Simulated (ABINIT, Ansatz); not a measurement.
## Al2O3 (Corundum): G0W0 on several meshes in ABINIT

How does the mesh move the gap of Al2O3 (Corundum)?

Main program and level: ABINIT 10.8.3; PBE and many-body steps on it, plane waves.

### Step 1. The starting structure

Symmetry: R-3c, No. 167, trigonal system. Conventional cell: a = 4.760 Å, b = 4.760 Å, c = 12.996 Å, α = 90.00°, β = 90.00°, γ = 120.00°. Nearest to Al lie 6 O at 1.85 to 1.97 Å. O has 4 Al at 1.85 to 1.97 Å nearest. Farther neighbours and most contacts between anions are not listed.

The cell and positions come from the Crystallography Open Database and are kept as given unless a step says otherwise.

### Step 2. Empty states on the mesh, 4×4×4 mesh, 303 bands

This step: ABINIT 10.8.3; DFT, PBE, plane waves, norm-conserving pseudopotentials.

The sums over transitions need many empty states on a uniform mesh; this step solves for them.

run.abi reads:

```
acell 3*1.0 Angstrom
rprim 
  2.380249999995 1.374237978213 4.331866666707
  -2.380249999995 1.374237978213 4.331866666707
  -0.000000000000 -2.748475956495 4.331866666685
ntypat 2
znucl 13 8
natom 10
typat 1 1 1 1 2 2 2 2 2 2
xred 
  0.352160000000 0.352160000000 0.352160000000
  0.147840000000 0.147840000000 0.147840000000
  0.647840000000 0.647840000000 0.647840000000
  0.852160000000 0.852160000000 0.852160000000
  0.556680000000 0.943320000000 0.250000000000
  0.250000000000 0.556680000000 0.943320000000
  0.943320000000 0.250000000000 0.556680000000
  0.443320000000 0.056680000000 0.750000000000
  0.750000000000 0.443320000000 0.056680000000
  0.056680000000 0.750000000000 0.443320000000
pp_dirpath "pseudos"
pseudos "Al.upf, O.upf"
ecut 36
ngkpt 4 4 4
nshiftk 1
shiftk 0 0 0
kptopt 1
chksymbreak 0
iscf -2
irdden 1
istwfk *1
nband 303
nbdbuf 26
tolwfr 1e-09
nstep 60
prtvol 0
indata_prefix "in"
outdata_prefix "out"
tmpdata_prefix "tmp"
```

Launch:

```
OMP_NUM_THREADS=1 mpirun -n 4 abinit run.abi > log
```

Numbers of over 12 decimals in the logs are rounded to 6 here.

The program printed:

```text
.Version 10.8.3 of ABINIT. v10.8.2 released Aug 2026.

 Symmetries : space group R-3 c (#167); Bravais hR (rhombohedral)
[... echo of the input left out ...]
== DATASET  1 ==================================================================
-   mpi_nproc: 4, omp_nthreads: 1 (-1 if OMP is not activated)

--- !DatasetInfo
iteration_state: {dtset: 1, }
dimensions: {natom: 10, nkpt: 13, mband: 303, nsppol: 1, nspinor: 1, nspden: 1, mpw: 5940, }
cutoff_energies: {ecut:  36.0, pawecutdg:  -1.0, }
[...]
4.22133    4.23524    4.23524    4.24227    4.24543    4.25156    4.26465    4.26948
   4.31092    4.34629    4.34629    4.35514    4.36432    4.36432    4.39309    4.39310
   4.40114    4.40117    4.43089    4.45066    4.45087    4.47804    4.49964
 prteigrs : prtvol=0 or 1, do not print more k-points.

== END DATASET(S) ==============================================================
================================================================================

 -outvars: echo values of variables after computation  --------
            nband         303
             nkpt          13
          spgroup         167
 [... the other variables as echoed above ...]

 Calculation completed.
```

Run time: 7.2 min. Hardware: 4 MPI ranks of Arm Neoverse V1, shared host; peak memory 0.75 GiB; 29 min of CPU time.

Numbers from this step:

```
gap                                                           : 6.266 eV
k of the valence top                                          : 0, 0, 0
k of the conduction bottom                                    : 0, 0, 0
least direct gap                                              : 6.266 eV
k points computed                                             : 13
lowest point of the top converged band, above the valence top : 107.8716 eV
```

On this mesh the gap is 6.266 eV.

The density comes from a self-consistent run that is not shown.

### Step 3. Screening, 4×4×4 mesh, 127 bands, screening to 141.5 eV

The RPA dielectric matrix is built and inverted for each q.

This step: RPA screening on PBE, plane waves, norm-conserving pseudopotentials.

Changes to run.abi since step 2:

```diff
@@ -28,10 +28,11 @@
 chksymbreak 0
-iscf -2
-irdden 1
 istwfk *1
-nband 303
-nbdbuf 26
-tolwfr 1e-09
-nstep 60
-prtvol 0
+occopt 1
+irdwfk 1
+optdriver 3
+nband 127
+ecuteps 5.2
+inclvkb 2
+awtr 1
+symchi 1
 indata_prefix "in"
```

The program printed:

```text
.Version 10.8.3 of ABINIT. v10.8.2 released Aug 2026.

 Symmetries : space group R-3 c (#167); Bravais hR (rhombohedral)
[... echo of the input left out ...]
== DATASET  1 ==================================================================
-   mpi_nproc: 4, omp_nthreads: 1 (-1 if OMP is not activated)

--- !DatasetInfo
iteration_state: {dtset: 1, }
dimensions: {natom: 10, nkpt: 13, mband: 127, nsppol: 1, nspinor: 1, nspden: 1, mpw: 5940, }
cutoff_energies: {ecut:  36.0, pawecutdg:  -1.0, }
electrons: {nelect:   4.80000000E+01, charge:   0.00000000E+00, occopt:   1.00000000E+00, tsmear:   1.00000000E-02, }

 SCREENING: Calculation of the susceptibility and dielectric matrices

 Based on a program developped by R.W. Godby, V. Olevano, G. Onida, and L. Reining.
 Incorporated in ABINIT by V. Olevano, G.-M. Rignanese, and M. Torrent.
.Using double precision arithmetic ; gwpc =  8

[... cell and pseudopotentials left out ...]
--------------------------------------------------------------------------------

 ==== K-mesh for the wavefunctions ====
 Number of points in the irreducible wedge :    13
[... list of points left out ...]
 Together with 12 symmetry operations and time-reversal symmetry
 yields    64 points in the full Brillouin Zone.

 ==== Q-mesh for the screening function ====
 Number of points in the irreducible wedge :    13
[... list of points left out ...]
 Together with 12 symmetry operations and time-reversal symmetry
 yields    64 points in the full Brillouin Zone.

 setmesh: FFT mesh size selected  =    40x   40x   40
          total number of points  =        64000

 vcoul_init : cutoff-mode = AUXILIARY_FUNCTION
 q-points for optical limit:   1
     1)      0.000010    0.000020    0.000030

- screening: taking advantage of time-reversal symmetry
- Maximum band index for partially occupied states nbvw = 24
- Remaining bands to be divided among processors   nbcw = 103
- Number of bands treated by each node ~25

 Number of electrons calculated from density =   48.0000; Expected =   48.0000
 average of density, n =  0.083663
 r_s =    1.4184
 omega_plasma =   27.9012 [eV]

 calculating chi0 at frequencies [eV] :
  1    0.000000E+00    0.000000E+00
  2    0.000000E+00    2.790117E+01

--------------------------------------------------------------------------------
  q-point number  1        q = ( 0.000000, 0.000000, 0.000000) [r.l.u.]
--------------------------------------------------------------------------------
[... chi0 elements left out ...]
 For q-point:  0.000010 0.000020 0.000030
  dielectric constant =   3.0310
  dielectric constant without local fields =   3.2465

  Average fulfillment of the sum rule on Im[epsilon] for q-point    1 :     56.41  [%]
[... wings left out ...]
  q-point number  2        q = ( 0.250000, 0.000000, 0.000000) [r.l.u.]
--------------------------------------------------------------------------------
[... chi0 elements left out ...]
  Average fulfillment of the sum rule on Im[epsilon] for q-point    2 :     67.51  [%]

 [... 11 further q-points ...]
```

Elapsed: 6.3 min, on 4 MPI ranks; peak memory 3.3 GiB.

Numbers from this step:

- ε∞ with local fields, on this mesh, along the program's q direction: 3.031
- the same without local fields: 3.247
- plasma frequency: 27.90 eV
- plane waves in the screening matrix: 321

Local fields lower ε∞ by 7 %.

### Step 4. 4×4×4

The self-energy is evaluated for the states that the input lists, and the levels follow from it, in one-shot runs by the linearised quasiparticle equation.

This step: G0W0 on PBE, plane waves, norm-conserving pseudopotentials.

Changes to run.abi since step 3:

```diff
@@ -31,8 +31,15 @@
 irdwfk 1
-optdriver 3
+optdriver 4
 nband 127
+gwcalctyp 0
+ecutsigx 36
+symsigma 1
+nkptgw 1
+kptgw 
+  0.0000000000 0.0000000000 0.0000000000
+bdgw 
+  22 26
 ecuteps 5.2
-inclvkb 2
-awtr 1
-symchi 1
+irdscr 1
+ppmodel 1
 indata_prefix "in"
```

The program printed:

```text
.Version 10.8.3 of ABINIT. v10.8.2 released Aug 2026.

 Symmetries : space group R-3 c (#167); Bravais hR (rhombohedral)
[... echo of the input left out ...]
== DATASET  1 ==================================================================
-   mpi_nproc: 4, omp_nthreads: 1 (-1 if OMP is not activated)

--- !DatasetInfo
iteration_state: {dtset: 1, }
dimensions: {natom: 10, nkpt: 13, mband: 127, nsppol: 1, nspinor: 1, nspden: 1, mpw: 5940, }
cutoff_energies: {ecut:  36.0, pawecutdg:  -1.0, }
electrons: {nelect:   4.80000000E+01, charge:   0.00000000E+00, occopt:   1.00000000E+00, tsmear:   1.00000000E-02, }

 SIGMA: Calculation of the GW corrections

 Based on a program developped by R.W. Godby, V. Olevano, G. Onida, and L. Reining.
 Incorporated in ABINIT by V. Olevano, G.-M. Rignanese, and M. Torrent.
.Using double precision arithmetic ; gwpc =  8

[... cell and pseudopotentials left out ...]
--------------------------------------------------------------------------------

 ==== K-mesh for the wavefunctions ====
 Number of points in the irreducible wedge :    13
[... list of points left out ...]
 Together with 12 symmetry operations and time-reversal symmetry
 yields    64 points in the full Brillouin Zone.

 ==== Q-mesh for screening function ====
 Number of points in the irreducible wedge :    13
[... list of points left out ...]
 Together with 12 symmetry operations and time-reversal symmetry
 yields    64 points in the full Brillouin Zone.

 vcoul_init : cutoff-mode = AUXILIARY_FUNCTION
 q-points for optical limit:   1
     1)      0.000010    0.000020    0.000030
 setmesh: FFT mesh size selected  =    54x   54x   54
          total number of points  =       157464

 Number of electrons calculated from density =   48.0000; Expected =   48.0000
 average of density, n =  0.083663
 r_s =    1.4184
 omega_plasma =   27.9012 [eV]

 === KS Band Gaps ===
  >>>> For spin  1
   Minimum direct gap =   6.2663 [eV], located at k-point      :   0.0000  0.0000  0.0000
   Fundamental gap    =   6.2663 [eV], Top of valence bands at :   0.0000  0.0000  0.0000
                                       Bottom of conduction at :   0.0000  0.0000  0.0000
 SIGMA fundamental parameters:
 PLASMON POLE MODEL  1
 number of plane-waves for SigmaX                 5879
 number of plane-waves for SigmaC and W            321
 number of plane-waves for wavefunctions          5879
 number of bands                                   127
 number of independent spin polarizations            1
 number of spinorial components                      1
 number of k-points in IBZ                          13
 number of q-points in IBZ                          13
 number of symmetry operations                      12
 number of k-points in BZ                           64
 number of q-points in BZ                           64
 number of frequencies for dSigma/dE                 9
 frequency step for dSigma/dE [eV]                0.25
 number of omega for Sigma on real axis              0
 max omega for Sigma on real axis  [eV]           0.00
 zcut for avoiding poles [eV]                     0.10

 EPSILON^-1 parameters (SCR file):
 dimension of the eps^-1 matrix on file            321
 dimension of the eps^-1 matrix used               321
 number of plane-waves for wavefunctions          5879
 number of bands                                   127
 number of q-points in IBZ                          13
 number of frequencies                               2
 number of real frequencies                          1
 number of imag frequencies                          1

 matrix elements of self-energy operator (all in [eV])

 Perturbative Calculation

--- !SelfEnergy_ee
iteration_state: {dtset: 1, }
kpoint     : [   0.000,    0.000,    0.000, ]
spin       : 1
KS_gap     :    6.266
QP_gap     :    8.454
Delta_QP_KS:    2.187
data: !SigmaeeData |
     Band     E0 <VxcDFT>   SigX SigC(E0)      Z dSigC/dE  Sig(E)    E-E0       E
       22   5.137 -20.467 -25.963   4.416   0.818  -0.222 -21.350  -0.883   4.254
       23   5.137 -20.467 -25.963   4.416   0.818  -0.222 -21.350  -0.883   4.254
       24   5.182 -20.398 -25.833   4.364   0.819  -0.222 -21.274  -0.877   4.305
       25  11.448 -13.779  -8.892  -3.352   0.854  -0.170 -12.468   1.311  12.759
       26  14.369 -11.424  -6.101  -3.774   0.862  -0.160 -10.089   1.334  15.704

== END DATASET(S) ==============================================================
================================================================================

 -outvars: echo values of variables after computation  --------
           etotal      0.0000000000E+00
            nband         127
             nkpt          13
          spgroup         167
 [... the other variables as echoed above ...]

 Calculation completed.
```

Elapsed: 15 s, on 4 MPI ranks; peak memory 2.1 GiB.

Numbers from this step:

| Property | Result |
| --- | --- |
| G0W0 gap on the points computed | 8.454 eV |
| starting gap on the mesh | 6.266 eV |
| k of the valence top | 0, 0, 0 |
| k of the conduction bottom | 0, 0, 0 |
| Z at the valence top | 0.819 |
| Z at the conduction bottom | 0.854 |
| least direct G0W0 gap on the computed points | 8.454 eV |

The gap on the mesh goes from 6.27 eV to 8.45 eV, a correction of +2.19 eV.

### Step 5. Empty states on the mesh, 2×2×2 mesh, 139 bands

This step: DFT, PBE, plane waves, norm-conserving pseudopotentials.

Changes to run.abi since step 4:

```diff
@@ -23,3 +23,3 @@
 ecut 36
-ngkpt 4 4 4
+ngkpt 2 2 2
 nshiftk 1
@@ -28,18 +28,10 @@
 chksymbreak 0
+iscf -2
+irdden 1
 istwfk *1
-occopt 1
-irdwfk 1
-optdriver 4
-nband 127
-gwcalctyp 0
-ecutsigx 36
-symsigma 1
-nkptgw 1
-kptgw 
-  0.0000000000 0.0000000000 0.0000000000
-bdgw 
-  22 26
-ecuteps 5.2
-irdscr 1
-ppmodel 1
+nband 139
+nbdbuf 12
+tolwfr 1e-09
+nstep 60
+prtvol 0
 indata_prefix "in"
```

The program printed:

```text
.Version 10.8.3 of ABINIT. v10.8.2 released Aug 2026.

 Symmetries : space group R-3 c (#167); Bravais hR (rhombohedral)
[... echo of the input left out ...]
== DATASET  1 ==================================================================
-   mpi_nproc: 4, omp_nthreads: 1 (-1 if OMP is not activated)

--- !DatasetInfo
iteration_state: {dtset: 1, }
dimensions: {natom: 10, nkpt: 4, mband: 139, nsppol: 1, nspinor: 1, nspden: 1, mpw: 5936, }
cutoff_energies: {ecut:  36.0, pawecutdg:  -1.0, }
[...]
2.18931    2.18931    2.26080    2.26080    2.27915    2.27915    2.35290    2.36297
   2.36488    2.39143    2.39711    2.39711    2.40143    2.40143    2.40249    2.41779
   2.43658    2.43659    2.47226
 prteigrs : prtvol=0 or 1, do not print more k-points.

== END DATASET(S) ==============================================================
================================================================================

 -outvars: echo values of variables after computation  --------
            nband         139
             nkpt           4
          spgroup         167
 [... the other variables as echoed above ...]

 Calculation completed.
```

Wall time 39 s (4 MPI ranks); peak memory 0.38 GiB; 2.6 min of CPU time.

This step gave:

* gap: 6.266 eV
* k of the valence top: 0, 0, 0
* k of the conduction bottom: 0, 0, 0
* least direct gap: 6.266 eV
* k points computed: 4
* lowest point of the top converged band, above the valence top: 58.0362 eV

On this mesh the gap is 6.266 eV.

(Part 1 of 2 ends here.)

[Paths, hosts, dates, memory and timing lines, banners, echoed tables and standing remarks are left out of the program output.]

[Logs are printed without paths, hosts, clocks, repeated set-up lines and the standing remarks that a program may print on its own settings, such as how far it seeks lower states.]

[Runs of the session that timed out or met a known fault of the program may be left out.]

[Hosts, paths, dates, database ids (printed as entryN), source tags and the programs' standing remarks are cut or masked in the printed files.]

[G0W0 gaps are taken among the corrected bands and points alone; a level outside them can change the order at an edge.]

[Where Ansatz stands beside ABINIT at settings called matched, ABINIT's density can come from a denser mesh and the files from another edition; pairs whose starting gaps differed by over 0.03 eV were left out, so agreement reads better than it is.]
